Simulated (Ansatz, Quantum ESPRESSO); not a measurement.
# Ballistic transmission: Rh(111) with two reversed steps (an extrinsic fault), part 3 of 4

Wanted: the transmission near the Fermi level and the conductance of this junction: Rh(111) with two reversed steps (an extrinsic fault).

Quantum ESPRESSO 7.5; plane-wave DFT, PBEsol, GBRV ultrasoft pseudopotentials; cross-check by Ansatz 0.2.0 with PAW datasets.

So far. Step 2 (Ground state): The run needed 12 iterations to bring the estimated error under 1e-07 Ry; the largest force on any atom, held or free, is 0.11 eV/Å.

**4. The open system, with ewind = 1.0**

Level of this step: transmission by pwcond, lead and junction from one cell; plane-wave DFT, PBEsol, GBRV ultrasoft pseudopotentials (Quantum ESPRESSO).

A sensitivity test on the input.

File cond.w.in:

```
&inputcond
  outdir = './out'
  prefixt = 'scf'
  tran_file = 'cond.w.dat'
  bdl = 2.4494897417
  bds = 17.9629247797
  ikind = 1
  ewind = 1.0
  epsproj = 1e-05
  nz1 = 7
  energy0 = 0.4
  denergy = -0.4
/
14
  0.00000000 0.00000000 0.01000000
  0.00000000 0.10000000 0.06000000
  0.00000000 0.20000000 0.06000000
  0.00000000 0.30000000 0.06000000
  0.00000000 0.40000000 0.06000000
  0.00000000 0.50000000 0.03000000
  0.10000000 0.20000000 0.06000000
  0.10000000 0.30000000 0.12000000
  0.10000000 0.40000000 0.12000000
  0.10000000 0.50000000 0.12000000
  0.20000000 0.40000000 0.06000000
  0.20000000 0.50000000 0.12000000
  0.20000000 0.60000000 0.06000000
  0.30000000 0.60000000 0.06000000
3
```

On the command line:

```sh
$ OMP_NUM_THREADS=1 mpirun -n 8 pwcond.x -in cond.w.in > cond.w.out
```

Log:

```text
[banner, memory and clock lines left out]
Program PWCOND v.7.5 starts
[citation notice left out]

[...]
./out/scf.save/

[...]
negative rho (up, down):  1.314E+00 0.000E+00
     Reading collected, re-writing distributed wavefunctions

===== INPUT FILE containing all the regions =====

     GEOMETRY:

     lattice parameter (alat)  =       5.1178  a.u.
     the volume                =    2085.2379 (a.u.)^3
     the cross section         =      22.6828 (a.u.)^2
     l of the unit cell        =      17.9629 (alat)
     number of atoms/cell      =           22
     number of atomic types    =            1

     crystal axes: (cart. coord. in units of alat)
               a(1) = (  1.0000  0.0000  0.0000 )
               a(2) = (  0.5000  0.8660  0.0000 )
               a(3) = (  0.0000  0.0000 17.9629 )

   Cartesian axes

     site n.     atom                  positions (alat units)
          1        Rh     tau(  1)=(  0.0000  0.0000 17.9629  )
          2        Rh     tau(  2)=(  0.5000  0.2887  0.8165  )
          3        Rh     tau(  3)=(  1.0000  0.5774  1.6330  )
          4        Rh     tau(  4)=(  0.0000  0.0000  2.4495  )
          5        Rh     tau(  5)=(  0.5000  0.2887  3.2660  )
          6        Rh     tau(  6)=(  1.0000  0.5774  4.0825  )
          7        Rh     tau(  7)=(  0.0000  0.0000  4.8990  )
          8        Rh     tau(  8)=(  0.5000  0.2887  5.7155  )
          9        Rh     tau(  9)=(  1.0000  0.5774  6.5320  )
         10        Rh     tau( 10)=(  0.5000  0.2887  7.3485  )
         11        Rh     tau( 11)=(  0.0000  0.0000  8.1650  )
         12        Rh     tau( 12)=(  0.5000  0.2887  8.9815  )
         13        Rh     tau( 13)=(  1.0000  0.5774  9.7980  )
         14        Rh     tau( 14)=(  0.0000  0.0000 10.6145  )
         15        Rh     tau( 15)=(  0.5000  0.2887 11.4310  )
         16        Rh     tau( 16)=(  1.0000  0.5774 12.2474  )
         17        Rh     tau( 17)=(  0.0000  0.0000 13.0639  )
         18        Rh     tau( 18)=(  0.5000  0.2887 13.8804  )
         19        Rh     tau( 19)=(  1.0000  0.5774 14.6969  )
         20        Rh     tau( 20)=(  0.0000  0.0000 15.5134  )
         21        Rh     tau( 21)=(  0.5000  0.2887 16.3299  )
         22        Rh     tau( 22)=(  1.0000  0.5774 17.1464  )

     nr1s                      =           24
     nr2s                      =           24
     nr3s                      =          375
     nr1sx                     =           24
     nr2sx                     =           24
     nr3sx                     =          375
     nr1                       =           24
     nr2                       =           24
     nr3                       =          432
     nr1x                      =           24
     nr2x                      =           24
     nr3x                      =          432

 _______________________________
  Radii of nonlocal spheres:

     type       ibeta     ang. mom.          radius (alat units)
       Rh         1         0                    0.4936
       Rh         2         0                    0.4936
       Rh         3         1                    0.4936
       Rh         4         1                    0.4936
       Rh         5         2                    0.4936
       Rh         6         2                    0.4936
       Rh         7         2                    0.4936
----- General information -----

--- T calc. with identical leads (ikind=1) ---

     nrx                       =           24
     nry                       =           24
     nz1                       =            7

     energy0               =         4.0E-01
     denergy               =        -4.0E-01
     nenergy               =          3
     ecut2d                =         4.0E+01
     ewind                 =         1.0E+00
     epsproj               =         1.0E-05

     number of k_|| points=   14
                       cryst. coord.
        k(    1) = (   0.0000000   0.0000000), wk =   0.0100000
        k(    2) = (   0.0000000   0.1000000), wk =   0.0600000
[...]
k(   14) = (   0.3000000   0.6000000), wk =   0.0600000
----- Information about left/right lead -----

     nocros                   =           23
     noins                    =           46
     norb                     =           92
     norbf                    =          460
     nrz                      =           51

      iorb      type   ibeta   ang. mom.   m       position (alat)
        1        1       1        0        1   taunew(   1)=(  0.0000  0.0000  0.0000)
        2        1       2        0        1   taunew(   2)=(  0.0000  0.0000  0.0000)
[...]
92        1       7        2        5   taunew(  92)=(  0.0000  0.0000  2.4495)
----- Information about scattering region -----

     noins                    =          414
     norb                     =          460
     norbf                    =          460
     nrz                      =          324

      iorb      type   ibeta   ang. mom.   m       position (alat)
        1        1       1        0        1   taunew(   1)=(  0.0000  0.0000  0.0000)
        2        1       2        0        1   taunew(   2)=(  0.0000  0.0000  0.0000)
[...]
460        1       7        2        5   taunew( 460)=(  0.0000  0.0000 15.5134)
 ngper, shell number =           73          10
 ngper, n2d =           73          45
---  E-Ef =    0.4000000  k =    0.0000000   0.0000000
---  ie =          1  ik =          1
 Nchannels of the left tip =            3
 Right moving states:
   k1(2pi/a)   k2(2pi/a)   E-Ef (eV)
   0.2334196  -0.0000004   0.4000000
   0.2334196  -0.0000004   0.4000000
   0.3792681  -0.0000001   0.4000000
 Left moving states:
   k1(2pi/a)   k2(2pi/a)   E-Ef (eV)
  -0.2334196  -0.0000004   0.4000000
  -0.2334196  -0.0000004   0.4000000
  -0.3792681  -0.0000001   0.4000000

 to transmit
 Band j to band i transmissions and reflections:
    j         i     |T_ij|^2    |R_ij|^2

    1 -->     1     0.72846     0.26601
    1 -->     2     0.00000     0.00553
    1 -->     3     0.00000     0.00000
   Total T_j, R_j =    0.72846  0.27154

    2 -->     1     0.00000     0.00553
    2 -->     2     0.72846     0.26601
    2 -->     3     0.00000     0.00000
   Total T_j, R_j =    0.72846  0.27154

    3 -->     1     0.00000     0.00000
    3 -->     2     0.00000     0.00000
    3 -->     3     0.99583     0.00417
   Total T_j, R_j =    0.99583  0.00417

E-Ef(ev), T(x2 spins) =    0.4000000   4.9054920
---  E-Ef =    0.0000000  k =    0.0000000   0.0000000
---  ie =          2  ik =          1
 Nchannels of the left tip =            3
 Right moving states:
   k1(2pi/a)   k2(2pi/a)   E-Ef (eV)
   0.0518574  -0.0000004   0.0000000
   0.0518574  -0.0000004   0.0000000
   0.2983392  -0.0000001   0.0000000
 Left moving states:
   k1(2pi/a)   k2(2pi/a)   E-Ef (eV)
  -0.0518574  -0.0000004   0.0000000
  -0.0518574  -0.0000004   0.0000000
  -0.2983392  -0.0000001   0.0000000

 to transmit
 Band j to band i transmissions and reflections:
    j         i     |T_ij|^2    |R_ij|^2

    1 -->     1     0.69152     0.30831
    1 -->     2     0.00000     0.00017
    1 -->     3     0.00000     0.00000
   Total T_j, R_j =    0.69152  0.30848

    2 -->     1     0.00000     0.00017
    2 -->     2     0.69152     0.30831
    2 -->     3     0.00000     0.00000
   Total T_j, R_j =    0.69152  0.30848

    3 -->     1     0.00000     0.00000
    3 -->     2     0.00000     0.00000
    3 -->     3     0.99947     0.00053
   Total T_j, R_j =    0.99947  0.00053

E-Ef(ev), T(x2 spins) =    0.0000000   4.7650152
---  E-Ef =   -0.4000000  k =    0.0000000   0.0000000
---  ie =          3  ik =          1
 Nchannels of the left tip =            3
 Right moving states:
   k1(2pi/a)   k2(2pi/a)   E-Ef (eV)
  -0.0958410  -0.0000005  -0.4000000
  -0.0958410  -0.0000005  -0.4000000
   0.2338870  -0.0000001  -0.4000000
 Left moving states:
   k1(2pi/a)   k2(2pi/a)   E-Ef (eV)
   0.0958410  -0.0000005  -0.4000000
   0.0958410  -0.0000005  -0.4000000
  -0.2338870  -0.0000001  -0.4000000

 to transmit
 Band j to band i transmissions and reflections:
    j         i     |T_ij|^2    |R_ij|^2

    1 -->     1     0.28016     0.65383
    1 -->     2     0.00000     0.06602
    1 -->     3     0.00000     0.00000
   Total T_j, R_j =    0.28016  0.71984

    2 -->     1     0.00000     0.06602
    2 -->     2     0.28016     0.65383
    2 -->     3     0.00000     0.00000
   Total T_j, R_j =    0.28016  0.71984

    3 -->     1     0.00000     0.00000
    3 -->     2     0.00000     0.00000
    3 -->     3     0.99988     0.00012
   Total T_j, R_j =    0.99988  0.00012

E-Ef(ev), T(x2 spins) =   -0.4000000   3.1203958
 ngper, shell number =           73          41
 ngper, n2d =           73          49
[... further energies and points left out ...]
---  E-Ef =    0.4000000  k =    0.3000000   0.6000000
---  ie =          1  ik =         14
 Nchannels of the left tip =            3
 Right moving states:
   k1(2pi/a)   k2(2pi/a)   E-Ef (eV)
   0.1549069  -0.0000005   0.4000000
   0.1988951  -0.0000005   0.4000000
  -0.4696243  -0.0000009   0.4000000
 Left moving states:
   k1(2pi/a)   k2(2pi/a)   E-Ef (eV)
  -0.1549069  -0.0000005   0.4000000
  -0.1988951  -0.0000005   0.4000000
   0.4696243  -0.0000009   0.4000000

 to transmit
 Band j to band i transmissions and reflections:
    j         i     |T_ij|^2    |R_ij|^2

    1 -->     1     0.41300     0.20439
    1 -->     2     0.06041     0.24115
    1 -->     3     0.02080     0.06026
   Total T_j, R_j =    0.49421  0.50579

    2 -->     1     0.07045     0.24115
    2 -->     2     0.13143     0.04429
    2 -->     3     0.08559     0.42708
   Total T_j, R_j =    0.28748  0.71252

    3 -->     1     0.01143     0.06026
    3 -->     2     0.10067     0.42708
    3 -->     3     0.18318     0.21738
   Total T_j, R_j =    0.29528  0.70472

E-Ef(ev), T(x2 spins) =    0.4000000   2.1539379
---  E-Ef =    0.0000000  k =    0.3000000   0.6000000
---  ie =          2  ik =         14
 Nchannels of the left tip =            1
 Right moving states:
   k1(2pi/a)   k2(2pi/a)   E-Ef (eV)
   0.2943761  -0.0000006   0.0000000
 Left moving states:
   k1(2pi/a)   k2(2pi/a)   E-Ef (eV)
  -0.2943761  -0.0000006   0.0000000

 to transmit
 Band j to band i transmissions and reflections:
    j         i     |T_ij|^2    |R_ij|^2

    1 -->     1     0.99132     0.00868
   Total T_j, R_j =    0.99132  0.00868

E-Ef(ev), T(x2 spins) =    0.0000000   1.9826450
---  E-Ef =   -0.4000000  k =    0.3000000   0.6000000
---  ie =          3  ik =         14
 Nchannels of the left tip =            1
 Right moving states:
   k1(2pi/a)   k2(2pi/a)   E-Ef (eV)
   0.0069715  -0.0000004  -0.4000000
 Left moving states:
   k1(2pi/a)   k2(2pi/a)   E-Ef (eV)
  -0.0069715  -0.0000004  -0.4000000

 to transmit
 Band j to band i transmissions and reflections:
    j         i     |T_ij|^2    |R_ij|^2

    1 -->     1     0.00439     0.99561
   Total T_j, R_j =    0.00439  0.99561

E-Ef(ev), T(x2 spins) =   -0.4000000   0.0087730
   T_tot     0.40000      0.32408E+01
   T_tot     0.00000      0.25483E+01
   T_tot    -0.40000      0.24615E+01

[...]
```

The job ended after 95 s (8 MPI ranks of Arm Neoverse N1, shared host; peak memory 0.65 GiB; 13 min of CPU time).

The changed values were drawn from a wide range, not chosen for quality; the comparison shows what they did here together.

[end of part 3 of 4]

[Logs are printed without paths, hosts, clocks, repeated set-up lines and the standing remarks that a program may print on its own settings, such as how far it seeks lower states.]

[Hosts, paths, dates, database ids (printed as entryN), source tags and the programs' standing remarks are cut or masked in the printed files.]

[Maps of the electrostatic potential energy from Ansatz leave out the sawtooth potential of an applied field or a dipole correction, so their vacuum need not be flat; planar profiles and work functions include it.]
